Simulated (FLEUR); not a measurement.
# Magnetic state of Fe3Ge from several starts, part 2 of 3

Aim: find out whether Fe3Ge carries moments, and which collinear order costs least.

FLEUR MaX-R8.1; LDA (VWN); all-electron FLAPW, Dirac cores, scalar-relativistic bands.

So far, largest spin moment in the muffin-tin sphere (μB): step 2 (run 1 (ferro +++)) 2.18.

### Step 3. Start 2: antiferro q=(0,1/2,1/2) +-+-+-

An opposed order shows whether neighbours prefer unlike signs.

This order needs a doubled cell of 8 atoms. The mesh is halved along the doubled vector, so that both cells sample the same points. The k list default-1 (kpts.xml, not shown) is a Γ-centred 8×4×8 mesh.

inp.xml

```
<?xml version="1.0" encoding="UTF-8" standalone="no"?>
<fleurInput fleurInputVersion="0.39">
   <comment>
      Fe3Ge
   </comment>
   <calculationSetup>
      <cutoffs Kmax="3.6" Gmax="10.8" GmaxXC="10.8" numbands="0"/>
      <scfLoop itmax="90" minDistance="0.00002" maxIterBroyd="15" imix="Anderson" alpha="0.05" precondParam="0.0" spinf="2.0" sdNocoIR="T"/>
      <coreElectrons ctail="T" frcor="F" kcrel="0" coretail_lmax="0"/>
      <xcFunctional name="vwn" relativisticCorrections="F"/>
      <magnetism jspins="2"/>
      <soc l_soc="F" theta="0.0" phi="0.0" spav="F"/>
      <expertModes spex="0" secvar="F"/>
      <geometryOptimization l_f="F" forcealpha="1.0" forcemix="BFGS" epsdisp="0.00001" epsforce="0.00001"/>
      <ldaU l_linMix="F" mixParam="0.05" spinf="1.0"/>
   </calculationSetup>
   <cell>
      <bzIntegration valenceElectrons="124.0" mode="hist" fermiSmearingEnergy="0.00183747">
         <kPointListSelection listName="default-1"/>
         <xi:include xmlns:xi="http://www.w3.org/2001/XInclude" href="kpts.xml"> </xi:include>
      </bzIntegration>
      <xi:include xmlns:xi="http://www.w3.org/2001/XInclude" href="sym.xml"> </xi:include>
      <bulkLattice scale="1.0">
         <bravaisMatrix>
            <row-1>    6.9173434617558840     0.0000000000000000     0.0000000000000000</row-1>
            <row-2>    0.0000000000000000    13.8346869235117680     0.0000000000000000</row-2>
            <row-3>    0.0000000000000000     6.9173434617558840     6.9173434617558840</row-3>
         </bravaisMatrix>
      </bulkLattice>
   </cell>
   <atomSpecies>
      <species name="Iron (Fe) 2.800" element="Fe" atomicNumber="26">
         <mtSphere radius="2.38" gridPoints="787" logIncrement="0.016"/>
         <atomicCutoffs lmax="8" lnonsphr="6"/>
         <electronConfig flipSpins="F">
            <coreConfig>(1s1/2) (2s1/2) (2p1/2) (2p3/2)</coreConfig>
            <valenceConfig>(3s1/2) (3p1/2) (3p3/2) (4s1/2) (3d3/2) (3d5/2)</valenceConfig>
            <stateOccupation state="(3d3/2)" spinUp="1.4" spinDown="1.0"/>
            <stateOccupation state="(3d5/2)" spinUp="3.0" spinDown="0.6"/>
         </electronConfig>
         <energyParameters s="4" p="4" d="3" f="4"/>
         <lo type="SCLO" l="0" n="3" eDeriv="0"/>
         <lo type="SCLO" l="1" n="3" eDeriv="0"/>
      </species>
      <species name="Iron (Fe) -2.800" element="Fe" atomicNumber="26">
         <mtSphere radius="2.38" gridPoints="787" logIncrement="0.016"/>
         <atomicCutoffs lmax="8" lnonsphr="6"/>
         <electronConfig flipSpins="F">
            <coreConfig>(1s1/2) (2s1/2) (2p1/2) (2p3/2)</coreConfig>
            <valenceConfig>(3s1/2) (3p1/2) (3p3/2) (4s1/2) (3d3/2) (3d5/2)</valenceConfig>
            <stateOccupation state="(3d3/2)" spinUp="1.0" spinDown="1.4"/>
            <stateOccupation state="(3d5/2)" spinUp="0.6" spinDown="3.0"/>
         </electronConfig>
         <energyParameters s="4" p="4" d="3" f="4"/>
         <lo type="SCLO" l="0" n="3" eDeriv="0"/>
         <lo type="SCLO" l="1" n="3" eDeriv="0"/>
      </species>
      <species name="Germanium (Ge)" element="Ge" atomicNumber="32">
         <mtSphere radius="2.38" gridPoints="787" logIncrement="0.016"/>
         <atomicCutoffs lmax="8" lnonsphr="6"/>
         <electronConfig flipSpins="F">
            <coreConfig>(1s1/2) (2s1/2) (2p1/2) (2p3/2) (3s1/2) (3p1/2) (3p3/2)</coreConfig>
            <valenceConfig>(4s1/2) (3d3/2) (3d5/2) (4p1/2) (4p3/2)</valenceConfig>
            <stateOccupation state="(4p1/2)" spinUp="0.333333" spinDown="0.333333"/>
            <stateOccupation state="(4p3/2)" spinUp="0.666667" spinDown="0.666667"/>
         </electronConfig>
         <energyParameters s="4" p="4" d="3" f="4"/>
      </species>
   </atomSpecies>
   <atomGroups>
      <atomGroup species="Iron (Fe) 2.800">
         <relPos label="                   1">.0000000000 .0000000000 1.000/2.000</relPos>
         <force calculate="T" relaxXYZ="TTT"/>
      </atomGroup>
      <atomGroup species="Iron (Fe) -2.800">
         <relPos label="                   2">.0000000000 1.000/2.000 1.000/2.000</relPos>
         <force calculate="T" relaxXYZ="TTT"/>
      </atomGroup>
      <atomGroup species="Iron (Fe) 2.800">
         <relPos label="                   3">1.000/2.000 1.000/4.000 .0000000000</relPos>
         <force calculate="T" relaxXYZ="TTT"/>
      </atomGroup>
      <atomGroup species="Iron (Fe) -2.800">
         <relPos label="                   4">1.000/2.000 -1.000/4.000 .0000000000</relPos>
         <force calculate="T" relaxXYZ="TTT"/>
      </atomGroup>
      <atomGroup species="Iron (Fe) 2.800">
         <relPos label="                   5">1.000/2.000 -1.000/4.000 1.000/2.000</relPos>
         <force calculate="T" relaxXYZ="TTT"/>
      </atomGroup>
      <atomGroup species="Iron (Fe) -2.800">
         <relPos label="                   6">1.000/2.000 1.000/4.000 1.000/2.000</relPos>
         <force calculate="T" relaxXYZ="TTT"/>
      </atomGroup>
      <atomGroup species="Germanium (Ge)">
         <relPos label="                   7">.0000000000 .0000000000 .0000000000</relPos>
         <force calculate="T" relaxXYZ="TTT"/>
      </atomGroup>
      <atomGroup species="Germanium (Ge)">
         <relPos label="                   8">.0000000000 1.000/2.000 .0000000000</relPos>
         <force calculate="T" relaxXYZ="TTT"/>
      </atomGroup>
   </atomGroups>
   <output dos="F" band="F" slice="F">
      <bandDOS minEnergy="-.5*Htr" maxEnergy="0.5*Htr" sigma="0.015" storeEVData="T"/>
      <plotting iplot="0" polar="F">
         <plot TwoD="T" vec1="  1.0  0.0  0.0" vec2="  0.0  1.0  0.0" vec3="  0.0  0.0  1.0" zero="  0.0  0.0  0.0" file="plot"/>
      </plotting>
      <moessbauerParams electricFieldGradient="F" isomerShift="F" coreHyperfine="F" valenceHyperfine="F"/>
   </output>
</fleurInput>
```

crystal.txt

```
Fe3Ge
&input film=F cartesian=F /
3.66050052000  0.00000000000  0.00000000000
0.00000000000  7.32100104000  0.00000000000
0.00000000000  3.66050052000  3.66050052000
1.8897261246
1.0 1.0 1.0

8
26 0.00000000000  0.00000000000  0.50000000000 : 2.800
26 0.00000000000  0.50000000000  0.50000000000 : -2.800
26 0.50000000000  0.25000000000  0.00000000000 : 2.800
26 0.50000000000  0.75000000000  0.00000000000 : -2.800
26 0.50000000000  0.75000000000  0.50000000000 : 2.800
26 0.50000000000  0.25000000000  0.50000000000 : -2.800
32 0.00000000000  0.00000000000  0.00000000000
32 0.00000000000  0.50000000000  0.00000000000

&kpt div1=8 div2=4 div3=8 gamma=T /
```

Launch:

```bash
OMP_NUM_THREADS=1 inpgen -f crystal.txt > inpgen.log  # inp.xml is then edited as shown
OMP_NUM_THREADS=1 mpirun -n 4 fleur_MPI > fleur.log
```

The log of the run:

```text
[banner, memory and clock lines left out]
Welcome to FLEUR        (www.flapw.de)
      MaX-Release 8.1          (www.max-centre.eu)

 ========== k-point set info ==========
 Selected k-point list: default-1
 k-point list type: mesh
 0 x 0 x 0
 Number of k points: 92

 ------------Calculation Setup---------------------------
 Number of PE/node        :            4
 Number of OMP-threads    :            1
 k-points in parallel     :            4
 pe's per k-point         :            1
 No of k-point loops      :           23
 Eigenvalue solver        :       lapack
 Number of basis functions:          592
 Approximate size of matrices (H+S) per k-point:         0.010 GB
 Iteration:     1   Distance:      14.51078270 me/bohr^3
 Iteration:     2   Distance:      13.89390576 me/bohr^3
 Iteration:     3   Distance:       9.93218200 me/bohr^3
 Iteration:     4   Distance:       7.19365341 me/bohr^3
 Iteration:     5   Distance:       3.86543448 me/bohr^3
 Iteration:     6   Distance:       3.08295304 me/bohr^3
 Iteration:     7   Distance:       2.16123102 me/bohr^3
 Iteration:     8   Distance:       1.88623834 me/bohr^3
 Iteration:     9   Distance:       1.62681537 me/bohr^3
 Iteration:    10   Distance:       0.96381257 me/bohr^3
[... 17 iterations left out ...]
 Iteration:    28   Distance:       0.00029680 me/bohr^3
 Iteration:    29   Distance:       0.00011685 me/bohr^3
 Iteration:    30   Distance:       0.00010890 me/bohr^3
 Iteration:    31   Distance:       0.00010397 me/bohr^3
 Iteration:    32   Distance:       0.00005825 me/bohr^3
 Iteration:    33   Distance:       0.00005325 me/bohr^3
 Iteration:    34   Distance:       0.00003105 me/bohr^3
 Iteration:    35   Distance:       0.00002416 me/bohr^3
 Iteration:    36   Distance:       0.00002020 me/bohr^3
 Iteration:    37   Distance:       0.00001866 me/bohr^3

 ********************************************************************
 Run finished successfully
 Stop message:
   all done
 ********************************************************************

--- out.xml (last complete iteration) ---
<iteration numberForCurrentRun="   37" overallNumber="   37">
         [... left out ...]
         <bandgap value="0.0000000282" units="eV"/>
         <sumValenceSingleParticleEnergies value="-87.4669178578" units="Htr"/>
         <FermiEnergy value="0.3604272756" units="Htr"/>
         <valenceDensity>
            <mtCharges spin="1">
               <mtCharge atomType="1" total="8.6116734" s="1.2114922" p="3.2234567" d="4.1580719" f="0.0148975"/>
               <mtCharge atomType="2" total="6.5380853" s="1.1943151" p="3.2144226" d="2.1107166" f="0.0148872"/>
               <mtCharge atomType="3" total="8.5515823" s="1.2054525" p="3.2238797" d="4.1035423" f="0.0149832"/>
               <mtCharge atomType="4" total="6.6047522" s="1.1955568" p="3.2130808" d="2.1777076" f="0.0146383"/>
               <mtCharge atomType="5" total="8.5515824" s="1.2054525" p="3.2238797" d="4.1035424" f="0.0149832"/>
               <mtCharge atomType="6" total="6.6047521" s="1.1955568" p="3.2130808" d="2.1777075" f="0.0146383"/>
               <mtCharge atomType="7" total="6.3355790" s="0.5758562" p="0.7134198" d="5.0230599" f="0.0181797"/>
               <mtCharge atomType="8" total="6.3383343" s="0.5773532" p="0.7157126" d="5.0222598" f="0.0179635"/>
            </mtCharges>
            <mtCharges spin="2">
               <mtCharge atomType="1" total="6.5380854" s="1.1943151" p="3.2144226" d="2.1107167" f="0.0148872"/>
               <mtCharge atomType="2" total="8.6116734" s="1.2114922" p="3.2234567" d="4.1580719" f="0.0148975"/>
               <mtCharge atomType="3" total="6.6047522" s="1.1955568" p="3.2130808" d="2.1777076" f="0.0146383"/>
               <mtCharge atomType="4" total="8.5515823" s="1.2054525" p="3.2238797" d="4.1035423" f="0.0149832"/>
               <mtCharge atomType="5" total="6.6047521" s="1.1955568" p="3.2130808" d="2.1777075" f="0.0146383"/>
               <mtCharge atomType="6" total="8.5515824" s="1.2054525" p="3.2238797" d="4.1035424" f="0.0149832"/>
               <mtCharge atomType="7" total="6.3383343" s="0.5773532" p="0.7157126" d="5.0222598" f="0.0179635"/>
               <mtCharge atomType="8" total="6.3355790" s="0.5758562" p="0.7134198" d="5.0230599" f="0.0181797"/>
            </mtCharges>
            <spinDependentCharge spin="1" total="62.0000000" interstitial="3.8636588" mtSpheres="58.1363412"/>
            <spinDependentCharge spin="2" total="62.0000000" interstitial="3.8636588" mtSpheres="58.1363412"/>
            <totalCharge value="124.0000000001"/>
         </valenceDensity>
         [... left out ...]
         <magneticMomentsInMTSpheres units="muBohr">
            <globalMagMoment atomType="1" vec="0.00000   0.00000   2.07359"/>
            <localMagMoment atomType="1" vec="0.00000   0.00000   2.07359"/>
            <globalMagMoment atomType="2" vec="0.00000   0.00000  -2.07359"/>
            <localMagMoment atomType="2" vec="0.00000   0.00000  -2.07359"/>
            <globalMagMoment atomType="3" vec="0.00000   0.00000   1.94683"/>
            <localMagMoment atomType="3" vec="0.00000   0.00000   1.94683"/>
            <globalMagMoment atomType="4" vec="0.00000   0.00000  -1.94683"/>
            <localMagMoment atomType="4" vec="0.00000   0.00000  -1.94683"/>
            <globalMagMoment atomType="5" vec="0.00000   0.00000   1.94683"/>
            <localMagMoment atomType="5" vec="0.00000   0.00000   1.94683"/>
            <globalMagMoment atomType="6" vec="0.00000   0.00000  -1.94683"/>
            <localMagMoment atomType="6" vec="0.00000   0.00000  -1.94683"/>
            <globalMagMoment atomType="7" vec="0.00000   0.00000  -0.00276"/>
            <localMagMoment atomType="7" vec="0.00000   0.00000  -0.00276"/>
            <globalMagMoment atomType="8" vec="0.00000   0.00000   0.00276"/>
            <localMagMoment atomType="8" vec="0.00000   0.00000   0.00276"/>
         </magneticMomentsInMTSpheres>
         [... left out ...]
         <totalEnergy value="   -11815.9052201210" units="Htr">
            <sumOfEigenvalues value="    -6806.3625597640">
               <coreElectrons value="-6718.8956419062"/>
               <valenceElectrons value="-87.4669178578"/>
            </sumOfEigenvalues>
            <densityCoulombPotentialIntegral value="-18179.0785460770"/>
            <densityEffectivePotentialIntegral value="-18808.9926057175"/>
            <chargeDenXCDenIntegral value="-475.8028059149"/>
            <FockExchangeEnergyValence value="0.0000000000"/>
            <FockExchangeEnergyCore value="0.0000000000"/>
         [... left out ...]
            <tkbTimesEntropy value="0.0030895099"/>
            <freeEnergy value="-11815.9083096309"/>
            <extrapolationTo0K value="-11815.9067648760"/>
         </totalEnergy>
         <densityConvergence units="me/bohr^3">
            <chargeDensity spin="1" distance="0.0000109624"/>
            <chargeDensity spin="2" distance="0.0000104874"/>
            <overallChargeDensity distance="0.0000105970"/>
            <spinDensity distance="0.0000186553"/>
         </densityConvergence>
      </iteration>
```

Wall time 6.4 min (4 MPI ranks of Intel Xeon 6975P-C (Granite Rapids), shared host); peak memory 0.87 GiB.

Spin moment in the muffin-tin sphere by atom:

```tsv
atom	spin moment in the muffin-tin sphere (μB)
Fe1	2.07
Fe2	-2.07
Fe3	1.95
Fe4	-1.95
Fe5	1.95
Fe6	-1.95
Ge7	0.00
Ge8	0.00
```

Read from the output:

| Property | Result |
| --- | --- |
| free energy | -321527.2449 eV |
| program's band gap on this mesh (in a metal only a level spacing) | 2.82e-8 eV |
| magnetization | 0 μB |
| final state | antiferromagnetic |

It lies 118 meV a seeded atom over the first start, and its largest moment is 2.07 μB against 2.18 μB.

### Step 4. Order 3, typed as antiferro q=(0,0,1/2) +-+--+

Another pattern of signs weighs the neighbour shells otherwise.

This order needs a doubled cell of 8 atoms. The mesh is halved along the doubled vector, so that both cells sample the same points. The k list default-1 (kpts.xml, not shown) is a Γ-centred 8×8×4 mesh.

Changes to inp.xml since step 3:

```diff
@@ -25,4 +25,4 @@
             <row-1>    6.9173434617558840     0.0000000000000000     0.0000000000000000</row-1>
-            <row-2>    0.0000000000000000    13.8346869235117680     0.0000000000000000</row-2>
-            <row-3>    0.0000000000000000     6.9173434617558840     6.9173434617558840</row-3>
+            <row-2>    0.0000000000000000     6.9173434617558840     0.0000000000000000</row-2>
+            <row-3>    0.0000000000000000     0.0000000000000000    13.8346869235117680</row-3>
          </bravaisMatrix>
@@ -71,3 +71,4 @@
       <atomGroup species="Iron (Fe) 2.800">
-         <relPos label="                   1">.0000000000 .0000000000 1.000/2.000</relPos>
+         <relPos label="                   1">.0000000000 1.000/2.000 1.000/4.000</relPos>
+         <relPos label="                   6">1.000/2.000 .0000000000 -1.000/4.000</relPos>
          <force calculate="T" relaxXYZ="TTT"/>
@@ -75,3 +76,4 @@
       <atomGroup species="Iron (Fe) -2.800">
-         <relPos label="                   2">.0000000000 1.000/2.000 1.000/2.000</relPos>
+         <relPos label="                   2">.0000000000 1.000/2.000 -1.000/4.000</relPos>
+         <relPos label="                   5">1.000/2.000 .0000000000 1.000/4.000</relPos>
          <force calculate="T" relaxXYZ="TTT"/>
@@ -79,3 +81,3 @@
       <atomGroup species="Iron (Fe) 2.800">
-         <relPos label="                   3">1.000/2.000 1.000/4.000 .0000000000</relPos>
+         <relPos label="                   3">1.000/2.000 1.000/2.000 .0000000000</relPos>
          <force calculate="T" relaxXYZ="TTT"/>
@@ -83,11 +85,3 @@
       <atomGroup species="Iron (Fe) -2.800">
-         <relPos label="                   4">1.000/2.000 -1.000/4.000 .0000000000</relPos>
-         <force calculate="T" relaxXYZ="TTT"/>
-      </atomGroup>
-      <atomGroup species="Iron (Fe) 2.800">
-         <relPos label="                   5">1.000/2.000 -1.000/4.000 1.000/2.000</relPos>
-         <force calculate="T" relaxXYZ="TTT"/>
-      </atomGroup>
-      <atomGroup species="Iron (Fe) -2.800">
-         <relPos label="                   6">1.000/2.000 1.000/4.000 1.000/2.000</relPos>
+         <relPos label="                   4">1.000/2.000 1.000/2.000 1.000/2.000</relPos>
          <force calculate="T" relaxXYZ="TTT"/>
@@ -99,3 +93,3 @@
       <atomGroup species="Germanium (Ge)">
-         <relPos label="                   8">.0000000000 1.000/2.000 .0000000000</relPos>
+         <relPos label="                   8">.0000000000 .0000000000 1.000/2.000</relPos>
          <force calculate="T" relaxXYZ="TTT"/>
```

crystal.txt

```
Fe3Ge
&input film=F cartesian=F /
3.66050052000  0.00000000000  0.00000000000
0.00000000000  3.66050052000  0.00000000000
0.00000000000  0.00000000000  7.32100104000
1.8897261246
1.0 1.0 1.0

8
26 0.00000000000  0.50000000000  0.25000000000 : 2.800
26 0.00000000000  0.50000000000  0.75000000000 : -2.800
26 0.50000000000  0.50000000000  0.00000000000 : 2.800
26 0.50000000000  0.50000000000  0.50000000000 : -2.800
26 0.50000000000  0.00000000000  0.25000000000 : -2.800
26 0.50000000000  0.00000000000  0.75000000000 : 2.800
32 0.00000000000  0.00000000000  0.00000000000
32 0.00000000000  0.00000000000  0.50000000000

&kpt div1=8 div2=8 div3=4 gamma=T /
```

The log of the run:

```text
[banner, memory and clock lines left out]
Welcome to FLEUR        (www.flapw.de)
      MaX-Release 8.1          (www.max-centre.eu)

 ========== k-point set info ==========
 Selected k-point list: default-1
 k-point list type: mesh
 0 x 0 x 0
 Number of k points: 48

 [... set-up left out ...]
 Iteration:     1   Distance:      15.79711386 me/bohr^3
 Iteration:     2   Distance:      15.10797327 me/bohr^3
 Iteration:     3   Distance:      12.12090710 me/bohr^3
 Iteration:     4   Distance:       7.84347188 me/bohr^3
 Iteration:     5   Distance:       4.22033405 me/bohr^3
[...]
<sumOfEigenvalues value="    -6806.3744589772">
               <coreElectrons value="-6718.9220232207"/>
               <valenceElectrons value="-87.4524357565"/>
            </sumOfEigenvalues>
         [... left out ...]
            <freeEnergy value="-11815.8983858692"/>
            <extrapolationTo0K value="-11815.8965445912"/>
         </totalEnergy>
         <densityConvergence units="me/bohr^3">
            <chargeDensity spin="1" distance="0.0000088297"/>
            <chargeDensity spin="2" distance="0.0000086417"/>
            <overallChargeDensity distance="0.0000125217"/>
            <spinDensity distance="0.0000121858"/>
         </densityConvergence>
      </iteration>
```

It took 3.2 min on 4 MPI ranks; peak memory 0.51 GiB.

Spin moment in the muffin-tin sphere by atom:

```tsv
atom	spin moment in the muffin-tin sphere (μB)
Fe1	1.84
Fe2	-1.84
Fe3	2.00
Fe4	-2.00
Fe5	-1.84
Fe6	1.84
Ge7	-0.01
Ge8	0.01
```

This step gave:

```yaml
free_energy: -321526.9748 eV
program_s_band_gap_on_this_mesh_in_a_metal_only_a_level_spacing: 9.17e-4 eV
magnetization: 0 μB
final_state: antiferromagnetic
```

It lies 163 meV a seeded atom over the first start, and its largest moment is 2.00 μB against 2.18 μB.

(Part 2 of 3 ends here.)

[Logs and program files are shortened in this print: banners, set-up blocks, solver, clock and traceback lines can be left out without a mark of their own.]

[Logs are printed without paths, hosts, clocks, repeated set-up lines and the standing remarks that a program may print on its own settings, such as how far it seeks lower states.]

[Hosts, paths, dates, database ids (printed as entryN), source tags and the programs' standing remarks are cut or masked in the printed files.]

[Where a cell is said to come from a database of computed structures, the database is the Materials Project.]
